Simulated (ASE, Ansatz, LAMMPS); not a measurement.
# (11,0) carbon nanotube bundle (132 atoms): support functions against a reference, part 2 of 2

Aim: test how closely localised support functions follow the reference on (11,0) carbon nanotube bundle (132 atoms), and at what cost. A setting counts as converged where the r.m.s. difference of forces stays under 1 % of the r.m.s. force.

Ansatz 0.2.0; Kohn-Sham DFT, PBE+D4, PAW (set soft_2), plane waves.

The cell: 132 C. The Brillouin zone is sampled at Γ only, in a cell whose shortest periodic width is 10 Å.

So far. Step 3 (Plane-wave single point): Löwdin charges run from +0.04 to +0.04 e, about a mean that is the spilled charge alone. The largest share in the top eV of filled states is C p (100 % of the projected weight), and in the lowest eV of empty states C p (98 % of the projected weight).

## 4. Local order (continued)

Local excerpt of 10 atoms (numbers count through the whole input) about C4, which bears the longest force; x, y, z are measured from there.

```csv
atom,x,y,z,distance (Å),bonds,Löwdin charge (e),Fx,Fy,Fz (eV/Å)
C4,0.00,0.00,0.00,0.00,3,0.04,0.114,0.218,-0.152
C97,0.00,0.00,-1.40,1.40,3,0.04,0.114,0.218,0.152
C7,-1.03,0.66,0.69,1.40,3,0.04,0.113,0.176,0.130
C3,0.81,-0.92,0.69,1.40,3,0.04,0.189,0.105,0.180
C2,1.31,-2.03,0.00,2.42,3,0.04,0.237,0.016,-0.087
C8,-2.20,1.01,0.00,2.42,3,0.04,0.042,0.206,-0.100
C10,-1.03,0.66,2.09,2.42,3,0.04,0.113,0.176,-0.130
C98,-1.03,0.66,-2.09,2.42,3,0.04,0.113,0.176,-0.130
C94,0.81,-0.92,-2.09,2.42,3,0.04,0.189,0.105,-0.180
C6,0.81,-0.92,2.09,2.42,3,0.04,0.189,0.105,-0.180
```

The column of bonds counts only the pairs C-C within 1.82 Å; other neighbours, such as metal atoms beside each other in a compound, aren't counted, and periodic images can show an atom twice.

## 5. Support functions medium

With localised support functions most steps grow linearly with size, though the diagonalisation grows faster unless the density matrix is cut; this run measures error and cost at this size.

This step: Kohn-Sham DFT, PBE+D4, PAW (set soft_2), localised support functions (medium) (Ansatz 0.2.0).

The input, input.yaml:

```yaml
crystal:
  lattice:
    - [11.91347, 0.0, 0.0]
    - [-5.95673, 10.31736, 0.0]
    - [0.0, 0.0, 12.54944]
  atoms:
    [... the 132 atom lines of step 3 ...]
kpoints:
  mp_grid: { grid: [1, 1, 1] }
hamiltonian:
  xc: pbe
  dispersion: d4
scf:
  occupations: { method: gaussian, width: 0.025 }
  eigensolver: { kind: { support_functions: { accuracy: medium } } }
  max_iter: 150
output:
  forces: true
  eigenvalues: true
```

Run with:

```console
$ ansatz run input.yaml --threads 8 --pin off --max-ram 15872MiB --backend cpu --events-out ev --progress --plain --runs-dir out
```

Numbers of over 12 decimals in the logs are rounded to 6 here.

What it wrote:

```text
Warning: scf.eigensolver.kind.support_functions: disabling space-group detection — the functions' gradient is summed over unrotated k-points, so no spatial operation reduces the k-mesh or symmetrises the density; time reversal is kept, so that k and −k are solved as one point where they differ and the mesh holds both, and exact exchange and, on two spinor components, a DFT+U term hold to it where the run has them: [...]
settings of this run that can trade accuracy for cost: scf.eigensolver.kind.support_functions [...]
[...]
Crystal: 132 atoms, lattice volume = 1542.521 Å³
Basis set: ecut = 420 eV, 30101 PW (Γ), exchange–correlation on 160×160×180 points (8 copies of the dense FFT grid, shifted against one another)
Bands: 317, of which v1, the nominal top of the filled ones, is band 264 counted from 1 (263 counted from 0)
Symmetry: 1 space group operations
k-points: 1
[...]
SCF iter   1: F=—  HF=-33157.639051 eV  |F-HF|=—  |Δ(HF+E_count)|=         —  Δρ=9.55e-2  dr2=1.39e2  ethr=1.00e-1
[...]
SCF iter  10: F=—  HF=-33124.208345 eV  |F-HF|=—  |Δ(HF+E_count)|=   1.70e-3  Δρ=1.61e-5  dr2=7.80e-6  ethr=8.62e-9  κ⁻¹=7.7e-7(r=7)
SCF iter  11: F=-33124.209602 eV  HF=-33124.209602 eV  |F-HF|=5.47e-8  |Δ(HF+E_count)|=   1.26e-3  Δρ=5.84e-6  dr2=1.23e-6  ethr=1.48e-9
SCF 1 converged in 11 iterations: F = -33124.221544 eV  dr2 = 1.23e-6
[...]
SCF converged after 11 iterations
Stability not checked: this state was not tested for a lower state beside it, because the mixer in use, unlike msr1, does not test its closes by its own steps (another_mixer; see scf.mixing.algorithm and scf.lower_state_search)
Free energy (F): -33124.221544 eV
[...]
Internal energy: -33124.221544 eV  (E = F + TS)
E sigma→0 (E₀):  -33124.221544 eV
Fermi energy:    4.439438 eV
[...]
Σ components = -33124.221544   (vs F -33124.221544, Δ=0.00e0)
--- Forces (eV/Å), atoms counted from 1 ---
  atom   1  C      0.18498189    -0.00021325     0.07742324
  atom   2  C      0.23633398     0.01571784    -0.08800768
  atom   3  C      0.18800425     0.10447732     0.17779045
  atom   4  C      0.11340997     0.21794608    -0.14971835
[...]
atom 132  C      0.18532435     0.00008995    -0.07428214
  max |Σ_I F_I| component: 2.52e-2 eV/Å
--- Band table (eV) ---
[...]
```

Elapsed: 1.7 min, on 8 threads of Arm Neoverse N1, shared host; peak memory 3.8 GiB; 13 min of CPU time.

The program notes that the band table was not solved further than the SCF left it and it switched symmetry off.

Keys that differ from the reference: support_functions.accuracy = "medium" and scf.max_iter = 150.

Forces differ from the reference by 1.9 meV/Å r.m.s., 1.3 % of their size, over a tolerance of 1 %; the energy by -3.8 meV/atom. It took 1.7 min and 11 cycles; the reference's time can't be set against it, since the two runs asked for unlike analyses.

## 6. The ladder side by side

Each row is set against the plane-wave reference (Kohn-Sham DFT, PBE+D4, PAW (set soft_2), plane waves; r.m.s. force component 0.148 eV/Å). Energies are set beside the reference only for runs with its functional, potentials and electron count. Times are for 8 threads of Arm Neoverse N1, shared host. The reference's time includes the DOS, the stress and grids, which some other runs skip.

```csv
run,"Δ force, r.m.s. (meV/Å)",share of r.m.s. force (%),Δ energy (meV/atom),Δ gap (eV),cycles,time,host memory (GiB)
reference,-,-,-,-,9,29 s,2.0
support functions medium,1.94,1.31,-3.81,-3.0e-4,11,1.7 min,3.8
```

## 7. Results

```
free energy per atom                             : -250.9373 eV/atom
density                                          : 1.707 g/cm³
pressure                                         : 9.576 GPa
r.m.s. force component                           : 0.148 eV/Å
gap (highest filled to lowest empty level) : 0.9133 eV
wall time of the 2 DFT runs                      : 2.2 min
```

What this shows: Against plane waves at 420 eV, the forces differ by 1.9 meV/Å (1.3 %) with support functions medium. At 132 atoms the run with support functions medium takes roughly 3.6 times the time of plane waves (whose run also made extra analyses, so the like-for-like ratio is larger), in 11 SCF cycles against 9. Differences between support functions and plane waves include what basis error the plane-wave run still has.

Between filled and empty levels lie 0.913 eV at Γ alone; the mesh holds the band edges only if they fold onto it, so the gap at this level can be narrower or closed, while semilocal functionals tend to narrow gaps against experiment. With the cutoffs above, all C atoms have 3 bonded neighbours.

What to keep in mind: The geometry was minimised with a classical potential and isn't relaxed at this level: its force components are 0.15 eV/Å r.m.s. The stress is far from hydrostatic: its diagonal is 5.6, 5.7, 17.3 GPa, compression counted positive. The pressure of 9.6 GPa means that a free cell would grow at this level.

[Logs are printed without paths, hosts, clocks, repeated set-up lines and the standing remarks that a program may print on its own settings, such as how far it seeks lower states.]

[Hosts, paths, dates, database ids (printed as entryN), source tags and the programs' standing remarks are cut or masked in the printed files.]
